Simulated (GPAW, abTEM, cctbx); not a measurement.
# Mg4AlTlCd2: the scripts behind a bonding study

Short scripts, each with its output. The start was made by putting kin elements into a known structure type; the compound need not exist, or be stable, in this form.

## 1. Build the all-electron density and subtract free atoms

```text
cell
1.0
     5.139757520    0.000000000    0.000000000
     0.000000000   -6.338658650    0.000000000
     0.000000000    3.169329325   -5.529315625
Tl Cd Al Mg
1 2 1 4
Direct
0.000000000 0.163377040 0.326754080
0.000000000 0.659892730 0.827050900
0.000000000 0.167158170 0.827050900
0.500000000 0.336885750 0.673771500
0.500000000 0.832900940 0.665801880
0.500000000 0.827393340 0.159018700
0.500000000 0.331625360 0.159018700
0.000000000 0.664767470 0.329534940
```

```python
import numpy as np
from ase.io import read
from ase.units import Bohr
from gpaw import GPAW, PW, FermiDirac
from gpaw.calculator import GPAW as OldGPAW
from gpaw.mpi import serial_comm, world
from scipy.special import erfc
from scipy.spatial import cKDTree

atoms = read("cell.vasp")
atoms.calc = GPAW(mode=PW(450), xc="PBE", kpts={"size": (5, 4, 4), "gamma": True},
                 occupations=FermiDirac(0.1), maxiter=120, symmetry={"tolerance": 1e-5}, txt="scf.txt")
atoms.get_potential_energy()
rho = atoms.calc.get_all_electron_density(gridrefinement=2)
moments = atoms.get_magnetic_moments() if atoms.calc.get_number_of_spins() == 2 else np.zeros(len(atoms))
total = atoms.get_magnetic_moment() if moments.any() else 0.0
if world.rank == 0:
    free = OldGPAW(mode=PW(450), xc="PBE", txt=None, communicator=serial_comm)
    neutral = atoms.copy()
    neutral.set_initial_magnetic_moments(None)
    free.initialize(neutral)
    free.set_positions(neutral)
    drho = rho - free.get_all_electron_density(gridrefinement=2)
    # GPAW starts from confined atoms: exchange their smooth part for that of the datasets' free atoms
    h = np.stack(np.meshgrid(*[np.fft.fftfreq(n, 1 / n) for n in drho.shape], indexing="ij"), -1)
    gabs = np.linalg.norm(h @ atoms.cell.reciprocal(), axis=-1)
    tails = np.fft.fftn(free.get_pseudo_density(gridrefinement=2))
    g, form, v0 = np.linspace(0, gabs.max(), 1500), {}, 0
    for e in set(atoms.symbols):
        idx = atoms.symbols.search(e)
        d = free.setups[idx[0]].data
        r, w = d.rgd.r_g * Bohr, d.rgd.r_g**2 * d.rgd.dr_g
        j0 = np.sinc(2 * g[:, None] * r)
        smooth = sum(f * p**2 for f, p in zip(d.f_j, d.phit_jg)) + np.sqrt(4 * np.pi) * d.nct_g
        full = sum(f * p**2 for f, p in zip(d.f_j, d.phi_jg)) + np.sqrt(4 * np.pi) * d.nc_g
        phase = sum(np.exp(-2j * np.pi * h @ s) for s in atoms.get_scaled_positions()[idx])
        tails -= np.interp(gabs, g, j0 @ (smooth * w)) * phase * drho.size / atoms.get_volume()
        form[e] = j0 @ (full * w)
        v0 += 2 * np.pi / 3 * 14.3996 * (full * w * r**2).sum() * len(idx)  # V A^3
    tails *= 0.5 * erfc((gabs - 1.8) / 0.25)  # the tails differ at long wavelengths alone
    drho += np.fft.ifftn(tails).real  # crystal minus superposed spherical free atoms
    np.save("drho.npy", drho)
    dv = atoms.get_volume() / drho.size
    print("grid", drho.shape, " electrons %.3f" % (rho.sum() * dv), " moved by bonding %.3f e" % (abs(drho).sum() * dv / 2))
    pts = np.indices(drho.shape).reshape(3, -1).T / drho.shape @ atoms.cell
    shifts = (np.indices((3, 3, 3)).reshape(3, -1).T - 1) @ atoms.cell
    images = (atoms.positions[None] + shifts[:, None]).reshape(-1, 3)
    dist, idx = cKDTree(images).query(pts, k=4)
    out = drho.ravel()[dist[:, 0] > 0.5]
    print("deformation density beyond 0.5 A of the nuclei: max %.3f, min %.3f e/A^3" % (out.max(), out.min()))
    tie = dist < dist[:, :1] + 1e-4
    q = -np.bincount((idx % len(atoms))[tie], (drho.ravel()[:, None] / tie.sum(1, keepdims=True) * tie)[tie], len(atoms)) * dv
    print("atom        x       y       z   Voronoi charge  moment")
    for a, s, c, m in zip(atoms, atoms.get_scaled_positions(), q, moments):
        print("%-2s%-3d %7.4f %7.4f %7.4f %10.3f %10.2f" % (a.symbol, a.index + 1, *s, c, m))
    np.savez("free.npz", g=g, **form)
    print("mean inner potential of superposed free atoms %.3f V" % (v0 / atoms.get_volume()))
    print("total magnetic moment %.3f muB" % total)
```

```console
$ OMP_NUM_THREADS=1 mpirun -n 4 gpaw python run.py > gpaw.log
```

```text
grid (54, 64, 64)  electrons 238.000  moved by bonding 1.204 e
deformation density beyond 0.5 A of the nuclei: max 0.035, min -0.059 e/A^3
atom        x       y       z   Voronoi charge  moment
Tl1    0.0000  0.1634  0.3268     -0.100       0.00
Cd2    0.0000  0.6599  0.8271      0.041       0.00
Cd3    0.0000  0.1672  0.8271      0.042       0.00
Al4    0.5000  0.3369  0.6738     -0.129       0.00
Mg5    0.5000  0.8329  0.6658      0.034       0.00
Mg6    0.5000  0.8274  0.1590      0.039       0.00
Mg7    0.5000  0.3316  0.1590      0.039       0.00
Mg8    0.0000  0.6648  0.3295      0.035       0.00
mean inner potential of superposed free atoms 14.926 V
total magnetic moment 0.000 muB
```

Time: 24 s on 4 cores of Intel(R) Xeon(R) Platinum 8559C (Emerald Rapids) (shared host), peak memory 0.98 GiB.

## 2. Fourier-transform the difference

```python
from cctbx import adptbx, crystal, miller, xray
from cctbx.eltbx import tiny_pse
import numpy as np

cs = crystal.symmetry(unit_cell=(5.1398, 6.3387, 11.0586, 90, 90, 90), space_group_symbol='Hall: A 2 -2')  # Amm2
atoms = [  # label, site, U (iso, or U11 U22 U33 U12 U13 U23 in A^2), occupancy
    ("Tl1", (0, 0.5, 0.33662), 0.0000, 1),
    ("Cd1", (0, 0.25363, 0.08647), 0.0000, 1),
    ("Al1", (0.5, 0.5, 0.16311), 0.0000, 1),
    ("Mg1", (0.5, 0, 0.1671), 0.0000, 1),
    ("Mg2", (0.5, 0.75212, 0.42049), 0.0000, 1),
    ("Mg3", (0, 0, 0.33523), 0.0000, 1),
]
xs = xray.structure(crystal_symmetry=cs)
for label, site, u, occ in atoms:
    u = adptbx.u_cif_as_u_star(cs.unit_cell(), u) if isinstance(u, tuple) else u
    xs.add_scatterer(xray.scatterer(label, site=site, u=u, occupancy=occ))
xs.scattering_type_registry(table="wk1995")
drho = np.load("drho.npy")
T = np.array([[1, 0, 0], [0, -1, 0], [0, -1, -2]])  # conventional axes in terms of the primitive ones
dF = np.fft.ifftn(drho) * 360.28101  # electrons a conventional cell, indexed by primitive hkl
ms = miller.build_set(cs, anomalous_flag=False, d_min=0.9).sort("resolution")
iam = ms.structure_factors_from_scatterers(xs, algorithm="direct").f_calc()
p1 = xs.expand_to_p1()
z = np.array([tiny_pse.table(sc.scattering_type).atomic_number() for sc in p1.scatterers()])
x = np.array(p1.sites_frac())
free = np.load("free.npz")
print("static structure factors of the conventional cell: F in electrons, V (Mott-Bethe) in volts")
print("   h  k  l      d  |F| table  |F| free   |F| DFT   change   |V| free  |V| DFT  change %")
for h, d, table in list(zip(ms.indices(), ms.d_spacings().data(), iam.data()))[:16]:
    df = dF[tuple(np.rint(np.linalg.solve(T, h)).astype(int))]
    phase = np.exp(2j * np.pi * x @ h)
    f = sum(np.interp(1 / d, free["g"], free[sc.scattering_type]) * p for sc, p in zip(p1.scatterers(), phase))
    fz = (z * phase).sum()
    c = 14.3996 * d * d / (np.pi * cs.unit_cell().volume())
    v0, v1 = abs(fz - f) * c, abs(fz - f - df) * c
    print("%4d%3d%3d %7.4f %9.3f %9.3f %9.3f %8.3f %9.3f %8.3f %8s" % (h + (d, abs(table), abs(f), abs(f + df), abs(f + df) - abs(f), v0, v1, "%.1f" % (100 * (v1 / v0 - 1)) if v0 > 0.02 else "-")))
```

```console
$ python run.py
```

```text
static structure factors of the conventional cell: F in electrons, V (Mott-Bethe) in volts
   h  k  l      d  |F| table  |F| free   |F| DFT   change   |V| free  |V| DFT  change %
   0  0  2  5.5293     8.331     8.502     8.352   -0.150     0.553    0.606      9.5
   0  1  1  5.4994   133.386   133.212   133.363    0.152     1.849    1.786     -3.4
   1  0  0  5.1398   268.984   268.883   268.631   -0.252     3.736    3.821      2.3
   1  0  2  3.7646     0.727     0.788     0.481   -0.307     0.261    0.305     16.9
   1  1  1  3.7551   129.230   129.130   129.191    0.062     1.623    1.611     -0.8
   0  1  3  3.1865   125.139   125.052   125.062    0.010     1.463    1.461     -0.1
   0  2  0  3.1694     1.288     1.262     1.059   -0.203     0.322    0.348      8.0
   0  0  4  2.7647   293.285   293.121   292.874   -0.247     5.121    5.154      0.6
   0  2  2  2.7497   287.288   287.113   286.873   -0.240     4.907    4.939      0.6
   1  1  3  2.7083   123.099   123.085   123.231    0.147     1.567    1.553     -0.9
   1  2  0  2.6977     2.024     1.977     2.009    0.032     0.541    0.538     -0.6
   2  0  0  2.5699   384.573   384.317   383.143   -1.174     7.703    7.802      1.3
   1  0  4  2.4348   345.995   345.687   344.552   -1.135     6.484    6.572      1.4
   1  2  2  2.4245   349.701   349.389   348.203   -1.186     6.580    6.670      1.4
   2  0  2  2.3305     2.380     2.275     2.117   -0.158     0.533    0.544      2.1
   2  1  1  2.3282   117.878   117.866   117.767   -0.099     1.391    1.397      0.5
```

Time: 0.23 s on 1 core of Intel(R) Xeon(R) Platinum 8559C (Emerald Rapids) (shared host), peak memory 0.08 GiB.

## 3. Propagate a plane wave with and without the bonding term

```python
import abtem
import numpy as np
from ase.build import make_supercell
from ase.io import read

abtem.config.set({"dask.lazy": False, "fft": "fftw", "diagnostics.progress_bar": False})
M = [[0, -1, 0], [0, -1, -2], [1, 0, 0]]  # rows: x, y and beam direction in the primitive cell's axes
unit = make_supercell(read("cell.vasp"), M)
unit.set_cell(list(unit.cell.lengths()) + [90, 90, 90], scale_atoms=True)
unit.positions[:, 2] += 0.6425  # keeps atomic planes off the slice boundaries
unit.wrap()
slab = unit * (1, 1, 78)
print(slab.get_chemical_formula(), "| box %.2f x %.2f x %.2f A" % tuple(slab.cell.lengths()))

# change of the potential by bonding, from the DFT deformation density (Poisson's equation term by term)
drho = np.load("drho.npy")
prim = read("cell.vasp")
h = np.stack(np.meshgrid(*[np.fft.fftfreq(n, 1 / n) for n in drho.shape], indexing="ij"), -1).reshape(-1, 3).astype(int)
g2 = ((h @ prim.cell.reciprocal()) ** 2).sum(1)
keep = (g2 > 0) & (g2 < 2.5**2)
shape = (182, 316, 32)
vg = np.zeros(shape, complex)
hm = h[keep] @ np.array(M).T
move = np.exp(-2j * np.pi * hm[:, 2] * (0.6425 / unit.cell[2, 2] - 0.5 / shape[2]))  # the same shift, sampled at mid-points
vg[tuple(hm.T % np.array(shape)[:, None])] = -14.3996 / np.pi * (np.fft.fftn(drho).ravel() / drho.size)[keep] / g2[keep] * move
dV = np.fft.ifftn(vg).real * vg.size
dV = dV.reshape(182, 316, 4, 8).mean(3) * unit.cell[2, 2] / 4  # V A, projected in each slice
dV = np.tile(dV.transpose(2, 0, 1), (78, 1, 1))


def build(atoms):
    p = abtem.Potential(atoms, gpts=(182, 316), slice_thickness=[slab.cell[2, 2] / 312] * 312,
                        parametrization="lobato", projection="infinite", exit_planes=24).build()
    p.array[:] += BONDING * dV
    return p


def potentials():
    yield build(slab)  # atoms at rest


for label, BONDING in (("IAM", 0.0), ("DFT", 1.0)):
    print("=====", label)
    potential = build(slab)
    print("grid", potential.gpts, "slices", potential.num_slices)
    thickness = potential.exit_thicknesses
    wave = abtem.PlaneWave(energy=300000)
    dp = np.mean([wave.multislice(p).diffraction_patterns(max_angle="valid").array for p in potentials()], axis=0)
    hkl = [(0, 0, 0), (0, 0, 2), (0, 1, 1), (0, 1, 3), (0, 2, 0), (0, 2, 2), (0, 3, 1)]
    nx, ny = dp.shape[-2:]
    print("intensity of each beam, fraction of the incident wave")
    print("  t (A)" + "".join("%9s" % " ".join(map(str, h)) for h in hkl) + "  diffuse    total")
    grid = np.zeros((nx, ny), bool)
    grid[nx // 2 % 1::1, ny // 2 % 1::1] = True
    for t, a in list(zip(thickness, dp))[1:]:
        idx = [np.rint(np.array(M) @ np.linalg.solve([[1, 0, 0], [0, -1, 0], [0, -1, -2]], h)).astype(int) for h in hkl]
        print("%7.1f" % t + "".join("%9.5f" % a[nx // 2 + i[0] * 1, ny // 2 + i[1] * 1] for i in idx) + "%9.4f%9.4f" % (a[~grid].sum(), a.sum()))
```

```console
$ python run.py
```

```text
Al156Cd312Mg624Tl156 | box 6.34 x 11.06 x 400.90 A
===== IAM
grid (182, 316) slices 312
intensity of each beam, fraction of the incident wave
  t (A)    0 0 0    0 0 2    0 1 1    0 1 3    0 2 0    0 2 2    0 3 1  diffuse    total
   30.8  0.86604  0.00159  0.00031  0.00011  0.00102  0.00789  0.00006   0.0000   0.9986
   61.7  0.75285  0.00337  0.00075  0.00047  0.00370  0.02039  0.00014   0.0000   0.9963
   92.5  0.70620  0.00168  0.00177  0.00112  0.00372  0.02359  0.00063   0.0000   0.9949
  123.4  0.58414  0.00010  0.00355  0.00250  0.00138  0.03005  0.00120   0.0000   0.9941
  154.2  0.38128  0.00088  0.00605  0.00368  0.00298  0.05813  0.00185   0.0000   0.9922
  185.0  0.26291  0.00400  0.00952  0.00543  0.00890  0.06765  0.00280   0.0000   0.9902
  215.9  0.17241  0.00385  0.01350  0.00677  0.00918  0.06157  0.00373   0.0000   0.9892
  246.7  0.07453  0.00199  0.01900  0.00803  0.00574  0.06804  0.00387   0.0000   0.9876
  277.5  0.01571  0.00575  0.02449  0.00805  0.00861  0.07042  0.00358   0.0000   0.9862
  308.4  0.00449  0.00889  0.03003  0.00766  0.01077  0.05350  0.00292   0.0000   0.9850
  339.2  0.02829  0.00717  0.03494  0.00650  0.00698  0.04040  0.00193   0.0000   0.9838
  370.1  0.09060  0.00863  0.03962  0.00505  0.00410  0.03682  0.00096   0.0000   0.9825
  400.9  0.16798  0.01391  0.04245  0.00338  0.00406  0.03214  0.00039   0.0000   0.9813
===== DFT
grid (182, 316) slices 312
intensity of each beam, fraction of the incident wave
  t (A)    0 0 0    0 0 2    0 1 1    0 1 3    0 2 0    0 2 2    0 3 1  diffuse    total
   30.8  0.86545  0.00170  0.00031  0.00011  0.00103  0.00805  0.00006   0.0000   0.9987
   61.7  0.75157  0.00344  0.00084  0.00047  0.00365  0.02068  0.00013   0.0000   0.9963
   92.5  0.70364  0.00141  0.00194  0.00113  0.00360  0.02374  0.00056   0.0000   0.9949
  123.4  0.57888  0.00005  0.00391  0.00248  0.00129  0.03029  0.00108   0.0000   0.9941
  154.2  0.37475  0.00073  0.00651  0.00361  0.00291  0.05814  0.00166   0.0000   0.9922
  185.0  0.25596  0.00328  0.01004  0.00528  0.00876  0.06701  0.00255   0.0000   0.9902
  215.9  0.16472  0.00323  0.01389  0.00651  0.00901  0.06068  0.00340   0.0000   0.9892
  246.7  0.06809  0.00147  0.01914  0.00761  0.00568  0.06702  0.00354   0.0000   0.9876
  277.5  0.01281  0.00476  0.02414  0.00749  0.00872  0.06905  0.00327   0.0000   0.9861
  308.4  0.00506  0.00777  0.02905  0.00697  0.01089  0.05229  0.00266   0.0000   0.9849
  339.2  0.03349  0.00625  0.03320  0.00573  0.00707  0.03954  0.00174   0.0000   0.9837
  370.1  0.10126  0.00747  0.03704  0.00424  0.00432  0.03631  0.00081   0.0000   0.9824
  400.9  0.18250  0.01251  0.03903  0.00259  0.00435  0.03197  0.00024   0.0000   0.9812
```

Time: 13 s.

[Outputs are excerpts: Python notices, other lines and further rows are left out; steps that failed or that the build refused (PBEsol, TPSS) are not shown.]

[Logs are printed without paths, hosts, clocks, repeated set-up lines and the standing remarks that a program may print on its own settings, such as how far it seeks lower states.]
